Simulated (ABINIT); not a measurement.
# Quasiparticle gap of KMgF3 (Pm-3m) in ABINIT, part 2 of 3

Wanted: ground state, empty states, screening and self-energy for KMgF3 (Pm-3m).

ABINIT 10.8.3; PBE and many-body steps on it, plane waves. Known limits of the many-body steps: not at the basis limit; coarse k mesh.

So far. Step 2 (Ground state): The gap is indirect, with the least direct gap 0.33 eV higher.

## (3) Bands along the symmetry lines

Level of this step: DFT, PBE, plane waves, norm-conserving pseudopotentials (ABINIT).

The cheap functional maps the bands first; the places of the edges decide which points the dearer methods must see.

run.abi

```
acell 3*1.0 Angstrom
rprim 
  3.985900000000 0.000000000000 0.000000000000
  0.000000000000 3.985900000000 0.000000000000
  0.000000000000 0.000000000000 3.985900000000
ntypat 3
znucl 19 12 9
natom 5
typat 1 2 3 3 3
xred 
  0.500000000000 0.500000000000 0.500000000000
  0.000000000000 0.000000000000 0.000000000000
  0.500000000000 0.000000000000 0.000000000000
  0.000000000000 0.500000000000 0.000000000000
  0.000000000000 0.000000000000 0.500000000000
pp_dirpath "pseudos"
pseudos "K.upf, Mg.upf, F.upf"
ecut 38
iscf -2
irdden 1
kptopt 0
nkpt 50
kpt 
  0.00000000 0.00000000 0.00000000
  0.00000000 0.06250000 0.00000000
  0.00000000 0.12500000 0.00000000
  0.00000000 0.18750000 0.00000000
  0.00000000 0.25000000 0.00000000
  0.00000000 0.31250000 0.00000000
  0.00000000 0.37500000 0.00000000
  0.00000000 0.43750000 0.00000000
  0.00000000 0.50000000 0.00000000
  0.06250000 0.50000000 0.00000000
  0.12500000 0.50000000 0.00000000
  0.18750000 0.50000000 0.00000000
  0.25000000 0.50000000 0.00000000
  0.31250000 0.50000000 0.00000000
  0.37500000 0.50000000 0.00000000
  0.43750000 0.50000000 0.00000000
  0.50000000 0.50000000 0.00000000
  0.43750000 0.43750000 0.00000000
  0.37500000 0.37500000 0.00000000
  0.31250000 0.31250000 0.00000000
  0.25000000 0.25000000 0.00000000
  0.18750000 0.18750000 0.00000000
  0.12500000 0.12500000 0.00000000
  0.06250000 0.06250000 0.00000000
  0.00000000 0.00000000 0.00000000
  0.06250000 0.06250000 0.06250000
  0.12500000 0.12500000 0.12500000
  0.18750000 0.18750000 0.18750000
  0.25000000 0.25000000 0.25000000
  0.31250000 0.31250000 0.31250000
  0.37500000 0.37500000 0.37500000
  0.43750000 0.43750000 0.43750000
  0.50000000 0.50000000 0.50000000
  0.43750000 0.50000000 0.43750000
  0.37500000 0.50000000 0.37500000
  0.31250000 0.50000000 0.31250000
  0.25000000 0.50000000 0.25000000
  0.18750000 0.50000000 0.18750000
  0.12500000 0.50000000 0.12500000
  0.06250000 0.50000000 0.06250000
  0.00000000 0.50000000 0.00000000
  0.50000000 0.50000000 0.50000000
  0.50000000 0.50000000 0.43750000
  0.50000000 0.50000000 0.37500000
  0.50000000 0.50000000 0.31250000
  0.50000000 0.50000000 0.25000000
  0.50000000 0.50000000 0.18750000
  0.50000000 0.50000000 0.12500000
  0.50000000 0.50000000 0.06250000
  0.50000000 0.50000000 0.00000000
istwfk *1
nband 27
nbdbuf 2
tolwfr 1e-08
nstep 40
prtwf 0
prtvol 0
indata_prefix "in"
outdata_prefix "out"
tmpdata_prefix "tmp"
```

On the command line:

```console
> OMP_NUM_THREADS=1 mpirun -n 4 abinit run.abi > log
```

Numbers of over 12 decimals in the logs are rounded to 6 here.

Log:

```text
.Version 10.8.3 of ABINIT. v10.8.2 released Aug 2026.

 Symmetries : space group Pm -3 m (#221); Bravais cP (primitive cubic)
[... echo of the input left out ...]
== DATASET  1 ==================================================================
-   mpi_nproc: 4, omp_nthreads: 1 (-1 if OMP is not activated)

--- !DatasetInfo
iteration_state: {dtset: 1, }
dimensions: {natom: 5, nkpt: 50, mband: 27, nsppol: 1, nspinor: 1, nspden: 1, mpw: 4803, }
cutoff_energies: {ecut:  38.0, pawecutdg:  -1.0, }
electrons: {nelect:   4.00000000E+01, charge:   0.00000000E+00, occopt:   1.00000000E+00, tsmear:   1.00000000E-02, }

 Real(R)+Recip(G) space primitive vectors, cartesian coordinates (Bohr,Bohr^-1):
 R(1)=  7.5322594  0.0000000  0.0000000  G(1)=  0.1327623  0.0000000  0.0000000
 R(2)=  0.0000000  7.5322594  0.0000000  G(2)=  0.0000000  0.1327623  0.0000000
 R(3)=  0.0000000  0.0000000  7.5322594  G(3)=  0.0000000  0.0000000  0.1327623
 Unit cell volume ucvol=  4.2734222E+02 bohr^3
 Angles (23,13,12)=  9.00000000E+01  9.00000000E+01  9.00000000E+01 degrees

 getcut: wavevector=  0.0000  0.0000  0.0000  ngfft=  45  45  45
         ecut(hartree)=     38.000   => boxcut(ratio)=   2.10509

--- Pseudopotential description ------------------------------------------------
- K Generated using ONCVPSP code by D. R. Hamann
- 19.00000   9.00000  171031                  znucl, zion, pspdat
12 -101130 2 -1 2222                          pspcod,pspxc,lmax,lloc,mmax
     nproj     2     2     2
  pspatm : epsatm=    8.42413758
         --- l  ekb(1:nproj) -->
             0   10.871123    0.806704
             1    4.379001    0.553647
             2   -3.405842   -1.029115
 pspatm: atomic psp has been read  and splines computed

- Mg Generated using ONCVPSP code by D. R. Hamann
- 12.00000  10.00000  171031                  znucl, zion, pspdat
12 -101130 1 -1 1510                          pspcod,pspxc,lmax,lloc,mmax
     nproj     2     2     0
  pspatm : epsatm=    9.22893308
         --- l  ekb(1:nproj) -->
[...]
pspatm: atomic psp has been read  and splines computed

- F Generated using ONCVPSP code by D. R. Hamann
-  9.00000   7.00000  171031                  znucl, zion, pspdat
12 -101130 2 -1 832                           pspcod,pspxc,lmax,lloc,mmax
     nproj     2     2     1
  pspatm : epsatm=    4.87625608
         --- l  ekb(1:nproj) -->
[...]
2   -2.441503
 pspatm: atomic psp has been read  and splines computed

--------------------------------------------------------------------------------

================================================================================
 prteigrs : about to open file out_EIG
 Non-SCF case, kpt    1 (  0.00000  0.00000  0.00000), residuals and eigenvalues=
  3.96E-09  1.09E-09  3.54E-09  9.33E-09  1.74E-09  4.09E-09  3.80E-09  5.57E-09
[...]
Non-SCF case, kpt   49 (  0.50000  0.50000  0.06250), residuals and eigenvalues=
[...]
Non-SCF case, kpt   50 (  0.50000  0.50000  0.00000), residuals and eigenvalues=
[...]
-4.7728E-02 -3.8374E-02 -1.1092E-02 -7.5418E-03 -7.5418E-03 -2.2277E-03
 -2.2277E-03  2.9572E-02  4.3233E-01  4.6049E-01  4.9568E-01  4.9568E-01
[...]
--- !ResultsGS
iteration_state: {dtset: 1, }
comment   : Summary of ground state results
lattice_vectors:
- [  7.5322594,   0.0000000,   0.0000000, ]
- [  0.0000000,   7.5322594,   0.0000000, ]
- [  0.0000000,   0.0000000,   7.5322594, ]
lattice_lengths: [   7.53226,    7.53226,    7.53226, ]
lattice_angles: [ 90.000,  90.000,  90.000, ] # degrees, (23, 13, 12)
lattice_volume:   4.2734222E+02
convergence: {deltae:  0.000E+00, res2:  0.000E+00, residm:  9.994E-09, diffor:  0.000E+00, }
etotal    :  -1.63761891E+02
entropy   :   0.00000000E+00
fermie    :   3.03224315E-02
cartesian_stress_tensor: null
pressure_GPa: null
xred      :
- [  5.0000E-01,   5.0000E-01,   5.0000E-01,  K]
- [  0.0000E+00,   0.0000E+00,   0.0000E+00, Mg]
- [  5.0000E-01,   0.0000E+00,   0.0000E+00,  F]
- [  0.0000E+00,   5.0000E-01,   0.0000E+00,  F]
- [  0.0000E+00,   0.0000E+00,   5.0000E-01,  F]
cartesian_forces: null
force_length_stats: {min: null, max: null, mean: null, }

 Integrated electronic density in atomic spheres:
 ------------------------------------------------
 Atom  Sphere_radius  Integrated_density
[...]
================================================================================

 ----iterations are completed or convergence reached----

 Mean square residual over all n,k,spin=   51.563E-10; max=  99.940E-10
 reduced coordinates (array xred) for    5 atoms
[...]
cartesian coordinates (angstrom) at end:
    1      1.992950     1.992950     1.992950
    2      0.000000     0.000000     0.000000
    3      1.992950     0.000000     0.000000
    4      0.000000     1.992950     0.000000
    5      0.000000     0.000000     1.992950
 length scales=  1.889726125908  1.889726125908  1.889726125908 bohr
              =  1.000000000000  1.000000000000  1.000000000000 angstroms
 prteigrs : about to open file out_EIG
 Eigenvalues (hartree) for nkpt=  50  k points:
 kpt#   1, nband= 27, wtk=  1.00000, kpt=  0.0000  0.0000  0.0000 (reduced coord)
[...]
kpt#   2, nband= 27, wtk=  1.00000, kpt=  0.0000  0.0625  0.0000 (reduced coord)
[...]
kpt#   3, nband= 27, wtk=  1.00000, kpt=  0.0000  0.1250  0.0000 (reduced coord)
[...]
kpt#  49, nband= 27, wtk=  1.00000, kpt=  0.5000  0.5000  0.0625 (reduced coord)
[...]
0.51463    0.51463    0.55326
 kpt#  50, nband= 27, wtk=  1.00000, kpt=  0.5000  0.5000  0.0000 (reduced coord)
[...]
-0.30751   -0.30751   -0.30102   -0.08316   -0.04773   -0.03837   -0.01109   -0.00754
  -0.00754   -0.00223   -0.00223    0.02957    0.43233    0.46049    0.49568    0.49568
   0.50121    0.50121    0.55622

== END DATASET(S) ==============================================================
================================================================================

 -outvars: echo values of variables after computation  --------
            nband          27
             nkpt          50
          spgroup         221
 [... the other variables as echoed above ...]

 Calculation completed.
```

It took 32 s on 4 MPI ranks of Arm Neoverse V2, shared host; peak memory 0.36 GiB; 2.2 min of CPU time.

Numbers from this step:

```yaml
gap: 7.354 eV
k_of_the_valence_top: 0.5, 0.5, 0.5
k_of_the_conduction_bottom: 0, 0, 0
least_direct_gap: 7.679 eV
```

The gap is 7.354 eV, as in the run before at this level.

The electronic bands at the labelled points (eV, zero at the top of the highest filled band):

```tsv
point	band 17	band 18	band 19	band 20	band 21	band 22	band 23	band 24
Γ	-0.62	-0.33	-0.33	-0.33	7.35	10.12	10.12	12.25
halfway	-0.73	-0.73	-0.43	-0.43	8.36	10.61	10.67	12.50
X	-0.85	-0.85	-0.53	-0.53	10.15	10.49	11.14	12.79
halfway	-0.94	-0.74	-0.65	-0.27	10.76	10.83	11.69	12.62
M	-1.03	-0.89	-0.89	-0.02	10.94	11.71	12.66	12.66
halfway	-0.83	-0.60	-0.58	-0.31	9.16	10.99	11.28	12.45
Γ	-0.62	-0.33	-0.33	-0.33	7.35	10.12	10.12	12.25
halfway	-1.20	-0.35	-0.35	-0.32	9.69	11.41	11.41	12.41
R	-1.12	0.00	0.00	0.00	10.48	10.48	10.48	13.99
halfway	-1.09	-0.38	-0.37	-0.22	10.73	11.03	11.65	12.19
X	-0.85	-0.85	-0.53	-0.53	10.15	10.49	11.14	12.79
jump to R	-1.12	0.00	0.00	0.00	10.48	10.48	10.48	13.99
halfway	-1.12	-0.31	-0.31	-0.01	10.71	11.15	11.15	12.43
M	-1.03	-0.89	-0.89	-0.02	10.94	11.71	12.66	12.66
```

## (4) Empty states on the mesh, 2×2×2 mesh, 67 bands

The sums over transitions need many empty states on a uniform mesh; this step solves for them.

run.abi

```
acell 3*1.0 Angstrom
rprim 
  3.985900000000 0.000000000000 0.000000000000
  0.000000000000 3.985900000000 0.000000000000
  0.000000000000 0.000000000000 3.985900000000
ntypat 3
znucl 19 12 9
natom 5
typat 1 2 3 3 3
xred 
  0.500000000000 0.500000000000 0.500000000000
  0.000000000000 0.000000000000 0.000000000000
  0.500000000000 0.000000000000 0.000000000000
  0.000000000000 0.500000000000 0.000000000000
  0.000000000000 0.000000000000 0.500000000000
pp_dirpath "pseudos"
pseudos "K.upf, Mg.upf, F.upf"
ecut 38
ngkpt 2 2 2
nshiftk 1
shiftk 0 0 0
kptopt 1
chksymbreak 0
iscf -2
irdden 1
istwfk *1
nband 67
nbdbuf 6
tolwfr 1e-09
nstep 60
prtvol 0
indata_prefix "in"
outdata_prefix "out"
tmpdata_prefix "tmp"
```

Log:

```text
.Version 10.8.3 of ABINIT. v10.8.2 released Aug 2026.

 Symmetries : space group Pm -3 m (#221); Bravais cP (primitive cubic)
[... echo of the input left out ...]
== DATASET  1 ==================================================================
-   mpi_nproc: 4, omp_nthreads: 1 (-1 if OMP is not activated)

--- !DatasetInfo
iteration_state: {dtset: 1, }
dimensions: {natom: 5, nkpt: 4, mband: 67, nsppol: 1, nspinor: 1, nspden: 1, mpw: 4801, }
cutoff_energies: {ecut:  38.0, pawecutdg:  -1.0, }
electrons: {nelect:   4.00000000E+01, charge:   0.00000000E+00, occopt:   1.00000000E+00, tsmear:   1.00000000E-02, }

 Real(R)+Recip(G) space primitive vectors, cartesian coordinates (Bohr,Bohr^-1):
 R(1)=  7.5322594  0.0000000  0.0000000  G(1)=  0.1327623  0.0000000  0.0000000
 R(2)=  0.0000000  7.5322594  0.0000000  G(2)=  0.0000000  0.1327623  0.0000000
 R(3)=  0.0000000  0.0000000  7.5322594  G(3)=  0.0000000  0.0000000  0.1327623
 Unit cell volume ucvol=  4.2734222E+02 bohr^3
 Angles (23,13,12)=  9.00000000E+01  9.00000000E+01  9.00000000E+01 degrees

 getcut: wavevector=  0.0000  0.0000  0.0000  ngfft=  45  45  45
         ecut(hartree)=     38.000   => boxcut(ratio)=   2.10509

--- Pseudopotential description ------------------------------------------------
- K Generated using ONCVPSP code by D. R. Hamann
- 19.00000   9.00000  171031                  znucl, zion, pspdat
12 -101130 2 -1 2222                          pspcod,pspxc,lmax,lloc,mmax
     nproj     2     2     2
  pspatm : epsatm=    8.42413758
         --- l  ekb(1:nproj) -->
             0   10.871123    0.806704
             1    4.379001    0.553647
             2   -3.405842   -1.029115
 pspatm: atomic psp has been read  and splines computed

- Mg Generated using ONCVPSP code by D. R. Hamann
- 12.00000  10.00000  171031                  znucl, zion, pspdat
12 -101130 1 -1 1510                          pspcod,pspxc,lmax,lloc,mmax
     nproj     2     2     0
  pspatm : epsatm=    9.22893308
         --- l  ekb(1:nproj) -->
[...]
pspatm: atomic psp has been read  and splines computed

- F Generated using ONCVPSP code by D. R. Hamann
-  9.00000   7.00000  171031                  znucl, zion, pspdat
12 -101130 2 -1 832                           pspcod,pspxc,lmax,lloc,mmax
     nproj     2     2     1
  pspatm : epsatm=    4.87625608
         --- l  ekb(1:nproj) -->
[...]
2   -2.441503
 pspatm: atomic psp has been read  and splines computed

--------------------------------------------------------------------------------

================================================================================
 prteigrs : about to open file out_EIG
 Non-SCF case, kpt    1 (  0.00000  0.00000  0.00000), residuals and eigenvalues=
  7.79E-10  2.04E-10  6.27E-10  3.06E-10  4.87E-10  4.37E-10  3.37E-10  5.07E-10
  1.67E-10  5.68E-10  9.07E-10  1.92E-10  2.66E-10  5.46E-10  2.40E-10  3.69E-10
  5.42E-10  2.93E-10  5.96E-10  7.02E-10  3.03E-10  3.54E-10  7.17E-10  1.16E-10
[...]
-2.5730E+00 -1.3522E+00 -1.3522E+00 -1.3522E+00 -9.1146E-01 -7.0617E-01
 -6.8220E-01 -6.8220E-01 -3.0477E-01 -3.0477E-01 -3.0477E-01 -5.7924E-02
 -5.7924E-02 -5.7924E-02  7.5354E-03  7.5354E-03  7.5354E-03  1.8347E-02
[...]
1.5702E+00  1.5779E+00  1.5779E+00  1.5779E+00  1.5924E+00  1.5924E+00
  1.5924E+00  1.6104E+00  1.6104E+00  1.6104E+00  1.6742E+00  1.6742E+00
  1.7337E+00
 prteigrs : prtvol=0 or 1, do not print more k-points.

--- !ResultsGS
iteration_state: {dtset: 1, }
comment   : Summary of ground state results
lattice_vectors:
- [  7.5322594,   0.0000000,   0.0000000, ]
- [  0.0000000,   7.5322594,   0.0000000, ]
- [  0.0000000,   0.0000000,   7.5322594, ]
lattice_lengths: [   7.53226,    7.53226,    7.53226, ]
lattice_angles: [ 90.000,  90.000,  90.000, ] # degrees, (23, 13, 12)
lattice_volume:   4.2734222E+02
convergence: {deltae:  0.000E+00, res2:  0.000E+00, residm:  9.755E-10, diffor:  0.000E+00, }
etotal    :  -1.63761891E+02
entropy   :   0.00000000E+00
fermie    :   3.03224315E-02
cartesian_stress_tensor: null
pressure_GPa: null
xred      :
- [  5.0000E-01,   5.0000E-01,   5.0000E-01,  K]
- [  0.0000E+00,   0.0000E+00,   0.0000E+00, Mg]
- [  5.0000E-01,   0.0000E+00,   0.0000E+00,  F]
- [  0.0000E+00,   5.0000E-01,   0.0000E+00,  F]
- [  0.0000E+00,   0.0000E+00,   5.0000E-01,  F]
cartesian_forces: null
force_length_stats: {min: null, max: null, mean: null, }

 Integrated electronic density in atomic spheres:
 ------------------------------------------------
 Atom  Sphere_radius  Integrated_density
[...]
================================================================================

 ----iterations are completed or convergence reached----

 Mean square residual over all n,k,spin=   45.936E-11; max=  97.545E-11
 reduced coordinates (array xred) for    5 atoms
[...]
0.000000000000      0.000000000000      0.500000000000

 cartesian coordinates (angstrom) at end:
    1      1.992950     1.992950     1.992950
    2      0.000000     0.000000     0.000000
    3      1.992950     0.000000     0.000000
    4      0.000000     1.992950     0.000000
    5      0.000000     0.000000     1.992950
 length scales=  1.889726125908  1.889726125908  1.889726125908 bohr
              =  1.000000000000  1.000000000000  1.000000000000 angstroms
 prteigrs : about to open file out_EIG
 Eigenvalues (hartree) for nkpt=   4  k points:
 kpt#   1, nband= 67, wtk=  0.12500, kpt=  0.0000  0.0000  0.0000 (reduced coord)
[...]
1.19429    1.19429    1.29579    1.29579    1.35589    1.44168    1.57022    1.57789
   1.57789    1.57789    1.59241    1.59241    1.59241    1.61035    1.61035    1.61035
   1.67415    1.67415    1.73367
 prteigrs : prtvol=0 or 1, do not print more k-points.

== END DATASET(S) ==============================================================
================================================================================

 -outvars: echo values of variables after computation  --------
            nband          67
             nkpt           4
          spgroup         221
 [... the other variables as echoed above ...]

 Calculation completed.
```

The job ended after 8.5 s (4 MPI ranks; peak memory 0.29 GiB).

This step gave:

```
gap                                                           : 7.354 eV
k of the valence top                                          : 0.5, 0.5, 0.5
k of the conduction bottom                                    : 0, 0, 0
least direct gap                                              : 7.679 eV
k points computed                                             : 4
lowest point of the top converged band, above the valence top : 41.18 eV
```

On this mesh the gap is 7.354 eV.

## (5) Screening, 2×2×2 mesh, 61 bands, screening to 106.1 eV

The RPA dielectric matrix is built and inverted for each q.

This step: RPA screening on PBE, plane waves, norm-conserving pseudopotentials.

Edit run.abi of step 4 so:

```diff
@@ -23,10 +23,11 @@
 chksymbreak 0
-iscf -2
-irdden 1
 istwfk *1
-nband 67
-nbdbuf 6
-tolwfr 1e-09
-nstep 60
-prtvol 0
+occopt 1
+irdwfk 1
+optdriver 3
+nband 61
+ecuteps 3.9
+inclvkb 2
+awtr 1
+symchi 1
 indata_prefix "in"
```

Log:

```text
.Version 10.8.3 of ABINIT. v10.8.2 released Aug 2026.

 Symmetries : space group Pm -3 m (#221); Bravais cP (primitive cubic)
[... echo of the input left out ...]
== DATASET  1 ==================================================================
-   mpi_nproc: 4, omp_nthreads: 1 (-1 if OMP is not activated)

--- !DatasetInfo
iteration_state: {dtset: 1, }
dimensions: {natom: 5, nkpt: 4, mband: 61, nsppol: 1, nspinor: 1, nspden: 1, mpw: 4801, }
cutoff_energies: {ecut:  38.0, pawecutdg:  -1.0, }
electrons: {nelect:   4.00000000E+01, charge:   0.00000000E+00, occopt:   1.00000000E+00, tsmear:   1.00000000E-02, }

 SCREENING: Calculation of the susceptibility and dielectric matrices

 Based on a program developped by R.W. Godby, V. Olevano, G. Onida, and L. Reining.
 Incorporated in ABINIT by V. Olevano, G.-M. Rignanese, and M. Torrent.
.Using double precision arithmetic ; gwpc =  8

[... cell and pseudopotentials left out ...]
--------------------------------------------------------------------------------

 ==== K-mesh for the wavefunctions ====
 Number of points in the irreducible wedge :     4
[... list of points left out ...]
 Together with 48 symmetry operations and time-reversal symmetry
 yields     8 points in the full Brillouin Zone.

 ==== Q-mesh for the screening function ====
 Number of points in the irreducible wedge :     4
[... list of points left out ...]
 Together with 48 symmetry operations and time-reversal symmetry
 yields     8 points in the full Brillouin Zone.

 setmesh: FFT mesh size selected  =    27x   27x   27
          total number of points  =        19683

 vcoul_init : cutoff-mode = AUXILIARY_FUNCTION
 q-points for optical limit:   1
     1)      0.000010    0.000020    0.000030

- screening: taking advantage of time-reversal symmetry
- Maximum band index for partially occupied states nbvw = 20
- Remaining bands to be divided among processors   nbcw = 41
- Number of bands treated by each node ~10

 Number of electrons calculated from density =   40.0000; Expected =   40.0000
 average of density, n =  0.093602
 r_s =    1.3663
 omega_plasma =   29.5119 [eV]

 calculating chi0 at frequencies [eV] :
  1    0.000000E+00    0.000000E+00
  2    0.000000E+00    2.951194E+01

--------------------------------------------------------------------------------
  q-point number  1        q = ( 0.000000, 0.000000, 0.000000) [r.l.u.]
--------------------------------------------------------------------------------
[... chi0 elements left out ...]
 For q-point:  0.000010 0.000020 0.000030
  dielectric constant =   2.0069
  dielectric constant without local fields =   2.1400

  Average fulfillment of the sum rule on Im[epsilon] for q-point    1 :     30.50  [%]
[... wings left out ...]
  q-point number  2        q = ( 0.500000, 0.000000, 0.000000) [r.l.u.]
--------------------------------------------------------------------------------
[... chi0 elements left out ...]
  Average fulfillment of the sum rule on Im[epsilon] for q-point    2 :     38.29  [%]

 [... 2 further q-points ...]
```

The job ended after 5.8 s (4 MPI ranks; peak memory 0.54 GiB; 23 s of CPU time).

Numbers from this step:

| Quantity | Value |
| --- | --- |
| ε∞ with local fields, on this mesh, along the program's q direction | 2.007 |
| the same without local fields | 2.14 |
| plasma frequency | 29.51 eV |
| plane waves in the screening matrix | 171 |

Local fields lower ε∞ by 6 %. On a Γ-centred mesh this coarse the value itself is usually too large, while a short band sum pulls it down.

(Continued in part 3 of 3.)

[Paths, hosts, dates, memory and timing lines, banners, echoed tables and standing remarks are left out of the program output.]

[Logs are printed without paths, hosts, clocks, repeated set-up lines and the standing remarks that a program may print on its own settings, such as how far it seeks lower states.]

[Runs of the session that timed out or met a known fault of the program may be left out.]

[Hosts, paths, dates, database ids (printed as entryN), source tags and the programs' standing remarks are cut or masked in the printed files.]

[G0W0 gaps are taken among the corrected bands and points alone; a level outside them can change the order at an edge.]

[Where Ansatz stands beside ABINIT at settings called matched, ABINIT's density can come from a denser mesh and the files from another edition; pairs whose starting gaps differed by over 0.03 eV were left out, so agreement reads better than it is.]
